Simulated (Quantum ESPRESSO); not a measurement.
# Si(111), F on both faces, 5 bilayers against a metal electrode: a series in the charge of the slab, part 2 of 4

What law, if any, do the results for Si(111), F on both faces, 5 bilayers against a metal electrode follow against the charge of the slab?

Quantum ESPRESSO 7.5; plane-wave DFT, PBE, GBRV ultrasoft pseudopotentials.

So far. Step 2 (Relaxing cell and ions of the reference):  The last row is no step: it is a fresh SCF in the final cell with a new plane-wave basis, +0 meV from the row before.

**3. Relaxing the ions of the reference**

What the set-up leaves free in this member is relaxed.

System of this step: Si(111), F on both faces, 5 bilayers. The cell holds 12 atoms: 2 F and 10 Si. Its edges and angles: a = 3.867 Å, b = 3.867 Å, c = 31.755 Å, α = 90.0°, β = 90.0°, γ = 120.0°. It derives from Si. Vacuum lies along c.

The input, ref.relax.in:

```
&control
  prefix = 'ref.relax'
  outdir = './out'
  pseudo_dir = './pseudo'
  nstep = 40
  forc_conv_thr = 0.001
  calculation = 'relax'
/
&system
  ibrav = 0
  nat = 12
  ntyp = 2
  ecutwfc = 40
  ecutrho = 200
  occupations = 'smearing'
  smearing = 'fd'
  degauss = 0.004
/
&electrons
  conv_thr = 1e-08
  mixing_beta = 0.4
  electron_maxstep = 120
  mixing_mode = 'local-TF'
/
&ions
/
ATOMIC_SPECIES
  F   18.9984  f_pbe_v1.4.uspp.F.UPF
  Si  28.0850  si_pbe_v1.uspp.F.UPF
CELL_PARAMETERS angstrom
  3.86699878700000 0.00000000000000 0.00000000000000
  -1.93349939350000 3.34891918620291 0.00000000000000
  0.00000000000000 0.00000000000000 31.75482431705379
ATOMIC_POSITIONS crystal
  F   0.000000000000 0.000000000000 0.235983000087
  Si  0.000000000000 0.000000000000 0.288843192107
  Si  0.333333333300 0.666666666700 0.313685169506
  Si  0.333333333300 0.666666666700 0.388211101704
  Si  0.666666666700 0.333333333300 0.413053079103
  Si  0.666666666700 0.333333333300 0.487579011300
  Si  0.000000000000 0.000000000000 0.512420988700
  Si  0.000000000000 0.000000000000 0.586946920897
  Si  0.333333333300 0.666666666700 0.611788898296
  Si  0.333333333300 0.666666666700 0.686314830494
  Si  0.666666666700 0.333333333300 0.711156807893
  F   0.666666666700 0.333333333300 0.764016999913
K_POINTS automatic
  12 12 1 0 0 0
```

Run with:

```
$ OMP_NUM_THREADS=1 mpirun -n 8 pw.x -nk 8 -in ref.relax.in > ref.relax.out
```

The program printed:

```text
[banner, memory and clock lines left out]
Program PWSCF v.7.5 starts

          URL

     Message from routine setup:
     using ibrav=0 with symmetry is DISCOURAGED, use correct ibrav instead

     G-vector sticks info

     bravais-lattice index     =            0
     lattice parameter (alat)  =       7.3076  a.u.
     unit-cell volume          =    2775.1408 (a.u.)^3
     number of atoms/cell      =           12
     number of atomic types    =            2
     number of electrons       =        54.00
     number of Kohn-Sham states=           32
     kinetic-energy cutoff     =      40.0000  Ry
     charge density cutoff     =     200.0000  Ry
     scf convergence threshold =      1.0E-08
     mixing beta               =       0.4000
     number of iterations used =            8  local-TF  mixing
     energy convergence thresh.=      1.0E-04
     force convergence thresh. =      1.0E-03
     Exchange-correlation= SLA  PW   PBE  PBE
                           (   1   4   3   4   0   0   0)
     nstep                     =           40

     celldm(1)=   7.307569  celldm(2)=   0.000000  celldm(3)=   0.000000
     celldm(4)=   0.000000  celldm(5)=   0.000000  celldm(6)=   0.000000

     crystal axes: (cart. coord. in units of alat)
               a(1) = (   1.000000   0.000000   0.000000 )
               a(2) = (  -0.500000   0.866025   0.000000 )
               a(3) = (   0.000000   0.000000   8.211749 )

     reciprocal axes: (cart. coord. in units 2 pi/alat)
               b(1) = (  1.000000  0.577350 -0.000000 )
               b(2) = (  0.000000  1.154701  0.000000 )
               b(3) = (  0.000000 -0.000000  0.121777 )

     PseudoPot. # 1 for F  read from file:
     ./pseudo/f_pbe_v1.4.uspp.F.UPF
     Pseudo is Ultrasoft, Zval =  7.0
     Generated by new atomic code, or converted to UPF format
     Using radial grid of  799 points,  4 beta functions with:
                l(1) =   0
                l(2) =   0
                l(3) =   1
                l(4) =   1
     Q(r) pseudized with  8 coefficients,  rinner =    0.950   0.950   0.950

     PseudoPot. # 2 for Si read from file:
     ./pseudo/si_pbe_v1.uspp.F.UPF
     Pseudo is Ultrasoft + core correction, Zval =  4.0
     Generated by new atomic code, or converted to UPF format
     Using radial grid of  899 points,  6 beta functions with:
                l(1) =   0
                l(2) =   0
                l(3) =   1
                l(4) =   1
                l(5) =   2
                l(6) =   2
     Q(r) pseudized with  8 coefficients,  rinner =    0.900   0.900   0.900
                                                       0.900   0.900

     atomic species   valence    mass     pseudopotential
     F                 7.00    18.99840     F ( 1.00)
     Si                4.00    28.08500     Si( 1.00)

     12 Sym. Ops., with inversion, found ( 6 have fractional translation)

   Cartesian axes

     site n.     atom                  positions (alat units)
         1        F      tau(   1) = (   0.0000000   0.0000000   1.9378332  )
         2        Si     tau(   2) = (   0.0000000   0.0000000   2.3719079  )
         3        Si     tau(   3) = (  -0.0000000   0.5773503   2.5759039  )
         4        Si     tau(   4) = (  -0.0000000   0.5773503   3.1878922  )
         5        Si     tau(   5) = (   0.5000000   0.2886751   3.3918883  )
         6        Si     tau(   6) = (   0.5000000   0.2886751   4.0038766  )
         7        Si     tau(   7) = (   0.0000000   0.0000000   4.2078727  )
         8        Si     tau(   8) = (   0.0000000   0.0000000   4.8198609  )
         9        Si     tau(   9) = (  -0.0000000   0.5773503   5.0238570  )
        10        Si     tau(  10) = (  -0.0000000   0.5773503   5.6358453  )
        11        Si     tau(  11) = (   0.5000000   0.2886751   5.8398414  )
        12        F      tau(  12) = (   0.5000000   0.2886751   6.2739160  )

     number of k points=    19  Fermi-Dirac smearing, width (Ry)=  0.0040
                       cart. coord. in units 2pi/alat
        k(    1) = (   0.0000000   0.0000000   0.0000000), wk =   0.0138889
        k(    2) = (   0.0000000   0.0962250   0.0000000), wk =   0.0833333
        k(    3) = (   0.0000000   0.1924501   0.0000000), wk =   0.0833333
        k(    4) = (   0.0000000   0.2886751   0.0000000), wk =   0.0833333
        k(    5) = (   0.0000000   0.3849002   0.0000000), wk =   0.0833333
        k(    6) = (   0.0000000   0.4811252   0.0000000), wk =   0.0833333
        k(    7) = (   0.0000000  -0.5773503   0.0000000), wk =   0.0416667
        k(    8) = (   0.0833333   0.1443376   0.0000000), wk =   0.0833333
        k(    9) = (   0.0833333   0.2405626   0.0000000), wk =   0.1666667
        k(   10) = (   0.0833333   0.3367877   0.0000000), wk =   0.1666667
        k(   11) = (   0.0833333   0.4330127   0.0000000), wk =   0.1666667
        k(   12) = (   0.0833333   0.5292377   0.0000000), wk =   0.1666667
        k(   13) = (   0.1666667   0.2886751   0.0000000), wk =   0.0833333
        k(   14) = (   0.1666667   0.3849002   0.0000000), wk =   0.1666667
        k(   15) = (   0.1666667   0.4811252   0.0000000), wk =   0.1666667
        k(   16) = (   0.1666667   0.5773503   0.0000000), wk =   0.0833333
        k(   17) = (   0.2500000   0.4330127   0.0000000), wk =   0.0833333
        k(   18) = (   0.2500000   0.5292377   0.0000000), wk =   0.1666667
        k(   19) = (   0.3333333   0.5773503   0.0000000), wk =   0.0277778

     Dense  grid:   132847 G-vectors     FFT dimensions: (  36,  36, 288)

     Smooth grid:    94831 G-vectors     FFT dimensions: (  30,  30, 243)

     Initial potential from superposition of free atoms

     starting charge      53.9933, renormalised to      54.0000

     negative rho (up, down):  1.093E-03 0.000E+00
     Starting wfcs are   48 randomized atomic wfcs

     per-process dynamical memory:   122.8 Mb

     Self-consistent Calculation

     iteration #  1     ecut=    40.00 Ry     beta= 0.40
     Davidson diagonalization with overlap
     ethr =  1.00E-02,  avg # of iterations =  2.8

     negative rho (up, down):  5.388E-04 0.000E+00

     total energy              =    -193.40397257 Ry
     estimated scf accuracy    <       0.59308415 Ry

     iteration #  2     ecut=    40.00 Ry     beta= 0.40
     Davidson diagonalization with overlap
     ethr =  1.10E-03,  avg # of iterations =  1.9

     negative rho (up, down):  5.222E-04 0.000E+00

     total energy              =    -193.36685402 Ry
     estimated scf accuracy    <       0.24277544 Ry

     iteration #  3     ecut=    40.00 Ry     beta= 0.40
[...]
Si               0.3333333333        0.6666666667        0.6869916674
Si               0.6666666667        0.3333333333        0.7108886131
F                0.6666666667        0.3333333333        0.7620659435

     XML data file
     NEW-OLD atomic charge density approx. for the potential

     negative rho (up, down):  1.333E-03 0.000E+00

     per-process dynamical memory:   139.5 Mb

     Self-consistent Calculation

     iteration #  1     ecut=    40.00 Ry     beta= 0.40
     Davidson diagonalization with overlap
     ethr =  1.00E-06,  avg # of iterations =  2.0

     Threshold (ethr) on eigenvalues was too large:
     Diagonalizing with lowered threshold

     Davidson diagonalization with overlap
     ethr =  1.26E-08,  avg # of iterations =  3.8

     negative rho (up, down):  1.333E-03 0.000E+00

     total energy              =    -193.39311702 Ry
     estimated scf accuracy    <       0.00000477 Ry

     iteration #  2     ecut=    40.00 Ry     beta= 0.40
     Davidson diagonalization with overlap
     ethr =  8.83E-09,  avg # of iterations =  1.0

     negative rho (up, down):  1.334E-03 0.000E+00

     total energy              =    -193.39311662 Ry
     estimated scf accuracy    <       0.00000238 Ry

     iteration #  3     ecut=    40.00 Ry     beta= 0.40
     Davidson diagonalization with overlap
     ethr =  4.41E-09,  avg # of iterations =  1.2

     negative rho (up, down):  1.334E-03 0.000E+00

     total energy              =    -193.39311674 Ry
     estimated scf accuracy    <       0.00000020 Ry

     iteration #  4     ecut=    40.00 Ry     beta= 0.40
     Davidson diagonalization with overlap
     ethr =  3.72E-10,  avg # of iterations =  2.4

     negative rho (up, down):  1.333E-03 0.000E+00

     total energy              =    -193.39311675 Ry
     estimated scf accuracy    <       0.00000009 Ry

     iteration #  5     ecut=    40.00 Ry     beta= 0.40
     Davidson diagonalization with overlap
     ethr =  1.63E-10,  avg # of iterations =  2.2

     negative rho (up, down):  1.333E-03 0.000E+00

     total energy              =    -193.39311676 Ry
     estimated scf accuracy    <       0.00000002 Ry

     iteration #  6     ecut=    40.00 Ry     beta= 0.40
     Davidson diagonalization with overlap
     ethr =  3.74E-11,  avg # of iterations =  2.1

     negative rho (up, down):  1.333E-03 0.000E+00

     total energy              =    -193.39311676 Ry
     estimated scf accuracy    <          8.3E-09 Ry

     iteration #  7     ecut=    40.00 Ry     beta= 0.40
     Davidson diagonalization with overlap
     ethr =  1.54E-11,  avg # of iterations =  1.4

     negative rho (up, down):  1.334E-03 0.000E+00

     total energy              =    -193.39311676 Ry
     estimated scf accuracy    <          4.0E-09 Ry

     iteration #  8     ecut=    40.00 Ry     beta= 0.40
     Davidson diagonalization with overlap
     ethr =  7.49E-12,  avg # of iterations =  2.0

     negative rho (up, down):  1.335E-03 0.000E+00

     total energy              =    -193.39311676 Ry
     estimated scf accuracy    <          3.0E-09 Ry

     iteration #  9     ecut=    40.00 Ry     beta= 0.40
     Davidson diagonalization with overlap
     ethr =  5.64E-12,  avg # of iterations =  1.9

     negative rho (up, down):  1.334E-03 0.000E+00

     total energy              =    -193.39311676 Ry
     estimated scf accuracy    <          1.3E-09 Ry

     iteration # 10     ecut=    40.00 Ry     beta= 0.40
     Davidson diagonalization with overlap
     ethr =  2.45E-12,  avg # of iterations =  2.1

     negative rho (up, down):  1.334E-03 0.000E+00

     total energy              =    -193.39311676 Ry
     estimated scf accuracy    <          1.4E-10 Ry

     iteration # 11     ecut=    40.00 Ry     beta= 0.40
     Davidson diagonalization with overlap
     ethr =  2.51E-13,  avg # of iterations =  2.7

     negative rho (up, down):  1.332E-03 0.000E+00

     End of self-consistent calculation

          k = 0.0000 0.0000 0.0000 ( 11923 PWs)   bands (ev):

   -24.3231 -24.3231 -11.6350 -11.3081 -10.7825 -10.1863  -9.6898  -6.9699
    -6.7522  -5.7823  -4.9274  -4.9274  -4.9273  -4.9273  -4.4208  -2.7929
    -1.0874  -1.0373  -1.0373  -0.8194  -0.8194  -0.4613  -0.4613  -0.0844
    -0.0844   0.0806   0.0806   1.5057   1.6461   1.7687   2.1582   2.4228

          k = 0.0000 0.0962 0.0000 ( 11929 PWs)   bands (ev):

   -24.3216 -24.3216 -11.5559 -11.2303 -10.7070 -10.1130  -9.6145  -6.9572
    -6.7472  -5.7661  -4.9762  -4.9578  -4.9372  -4.9372  -4.3906  -2.8062
    -1.6947  -1.4545  -1.2304  -1.2011  -0.9981  -0.9845  -0.6006  -0.5932
    -0.4904  -0.1949  -0.0179   1.8985   2.0290   2.1808   2.3813   2.6900

          k = 0.0000 0.1925 0.0000 ( 11883 PWs)   bands (ev):

   -24.3174 -24.3174 -11.3208 -10.9994 -10.4834  -9.8965  -9.3918  -6.9347
    -6.7420  -5.7456  -5.0952  -5.0393  -4.9641  -4.9641  -4.3929  -3.1053
    -2.7821  -2.3909  -2.1455  -1.6942  -1.6292  -1.6281  -1.3499  -0.9307
    -0.9141  -0.4780  -0.2803   1.7807   2.0386   2.1927   2.5127   2.7481

          k = 0.0000 0.2887 0.0000 ( 11871 PWs)   bands (ev):

   -24.3117 -24.3117 -10.9366 -10.6234 -10.1220  -9.5495  -9.0348  -6.9543
    -6.7696  -5.8395  -5.2621  -5.1682  -5.0013  -5.0013  -4.7617  -4.0170
    -3.6183  -3.1734  -2.9544  -2.7611  -2.0289  -1.9460  -1.7318  -1.2682
    -1.1260  -0.8045  -0.5970   1.3625   1.5973   1.9619   2.3798   2.6020

          k = 0.0000 0.3849 0.0000 ( 11849 PWs)   bands (ev):

   -24.3060 -24.3060 -10.4210 -10.1237  -9.6506  -9.1080  -8.5863  -7.1199
    -6.8944  -6.2264  -5.7019  -5.3634  -5.2964  -5.0389  -5.0389  -4.9511
    -4.1416  -3.9248  -3.7385  -2.8309  -2.3467  -2.0381  -2.0361  -1.5582
    -1.3786  -1.0769  -0.8680   1.0337   1.3358   1.7568   2.0003   2.4052

          k = 0.0000 0.4811 0.0000 ( 11836 PWs)   bands (ev):

   -24.3019 -24.3018  -9.8252  -9.5664  -9.1623  -8.7011  -8.2198  -7.4811
    -7.1049  -6.6878  -6.4086  -5.8996  -5.4642  -5.3829  -5.0667  -5.0667
    -4.7071  -4.5964  -3.5081  -2.6653  -2.5467  -2.3219  -2.2316  -1.7426
    -1.5313  -1.2511  -1.0434   0.8905   1.2129   1.5459   1.7352   1.9381

          k = 0.0000-0.5774 0.0000 ( 11820 PWs)   bands (ev):

   -24.3003 -24.3003  -9.4164  -9.2495  -8.9636  -8.6002  -8.1727  -7.6831
    -7.1586  -6.7929  -6.5702  -6.5397  -5.5195  -5.4488  -5.0769  -5.0769
    -4.8905  -4.8211  -3.0751  -2.9940  -2.6146  -2.3120  -2.2974  -1.8055
    -1.6107  -1.3106  -1.1036   0.9059   1.1954   1.3501   1.6622   1.7546

          k = 0.0833 0.1443 0.0000 ( 11875 PWs)   bands (ev):

   -24.3188 -24.3188 -11.3988 -11.0759 -10.5574  -9.9681  -9.4654  -6.9393
    -6.7420  -5.7466  -5.0548  -5.0094  -4.9595  -4.9595  -4.3736  -2.9344
    -2.4168  -2.2007  -1.7966  -1.7581  -1.4507  -1.4106  -1.0581  -0.9610
    -0.6966  -0.4642  -0.4254   2.1520   2.1946   2.5993   2.6521   2.6694

          k = 0.0833 0.2406 0.0000 ( 11870 PWs)   bands (ev):

   -24.3138 -24.3138 -11.0888 -10.7720 -10.2643  -9.6855  -9.1745  -6.9356
    -6.7512  -5.7743  -5.1801  -5.1012  -5.0029  -5.0021  -4.5409  -3.5859
    -3.2929  -2.8452  -2.7494  -2.4705  -2.0538  -1.8736  -1.5738  -1.3241
    -1.1605  -0.8284  -0.7309   1.8832   2.1902   2.4885   2.6993   2.9593

          k = 0.0833 0.3368 0.0000 ( 11856 PWs)   bands (ev):

   -24.3081 -24.3081 -10.6370 -10.3317  -9.8445  -9.2865  -8.7652  -7.0204
    -6.8218  -6.0136  -5.4025  -5.2519  -5.1195  -5.0528  -5.0392  -4.5306
    -3.8444  -3.6308  -3.5138  -2.9114  -2.4161  -2.1410  -2.0053  -1.7440
    -1.4495  -1.1493  -0.9703   1.5371   1.8808   2.2589   2.5923   2.9211

          k = 0.0833 0.4330 0.0000 ( 11838 PWs)   bands (ev):

   -24.3032 -24.3032 -10.0716  -9.7905  -9.3465  -8.8372  -8.3230  -7.3046
    -7.0079  -6.4872  -6.0656  -5.5526  -5.3857  -5.2730  -5.0898  -5.0863
    -4.4768  -4.3296  -3.6528  -2.7882  -2.7084  -2.5087  -2.2653  -1.8510
    -1.7049  -1.3883  -1.2035   1.3078   1.7338   2.0203   2.2234   2.4517

          k = 0.0833 0.5292 0.0000 ( 11844 PWs)   bands (ev):

   -24.3003 -24.3003
[key lines of the parts left out:]
the Fermi energy is     0.4602 ev
convergence has been achieved in  10 iterations
```

Wall time 13 min (8 MPI ranks of Arm Neoverse V1, shared host); peak memory 1.7 GiB.

Relaxation path:

| step | energy less that of the first step (eV) | largest force (eV/Å) |
| --- | --- | --- |
| 1 | 0.0000 | 1.4679 |
| 2 | -0.0739 | 0.3277 |
| 3 | -0.0811 | 0.2001 |
| 4 | -0.0867 | 0.1280 |
| 5 | -0.0903 | 0.0821 |
| 6 | -0.0911 | 0.0862 |
| 7 | -0.0918 | 0.0648 |
| 8 | -0.0924 | 0.0428 |
| 9 | -0.0925 | 0.0412 |
| 10 | -0.0927 | 0.0309 |
| 11 | -0.0928 | 0.0310 |
| 12 | -0.0930 | 0.0451 |
| 13 | -0.0933 | 0.0511 |
| 14 | -0.0936 | 0.0486 |
| 15 | -0.0940 | 0.0366 |
| 16 | -0.0943 | 0.0180 |

The atoms that moved most (Å):

| atom | dx | dy | dz | length |
| --- | --- | --- | --- | --- |
| F12 | 0.000 | 0.000 | -0.087 | 0.087 |
| F1 | 0.000 | 0.000 | 0.087 | 0.087 |
| Si11 | 0.000 | 0.000 | -0.034 | 0.034 |
| Si2 | 0.000 | 0.000 | 0.034 | 0.034 |

The relaxation lowers the energy by 8 meV an atom.

Read from the output:

* free energy: -2631.2488 eV
* Fermi energy: 0.4362 eV

(Part 2 of 4 ends here.)

[Logs are printed without paths, hosts, clocks, repeated set-up lines and the standing remarks that a program may print on its own settings, such as how far it seeks lower states.]

[Hosts, paths, dates, database ids (printed as entryN), source tags and the programs' standing remarks are cut or masked in the printed files.]

[Maps of the electrostatic potential energy from Ansatz leave out the sawtooth potential of an applied field or a dipole correction, so their vacuum need not be flat; planar profiles and work functions include it.]
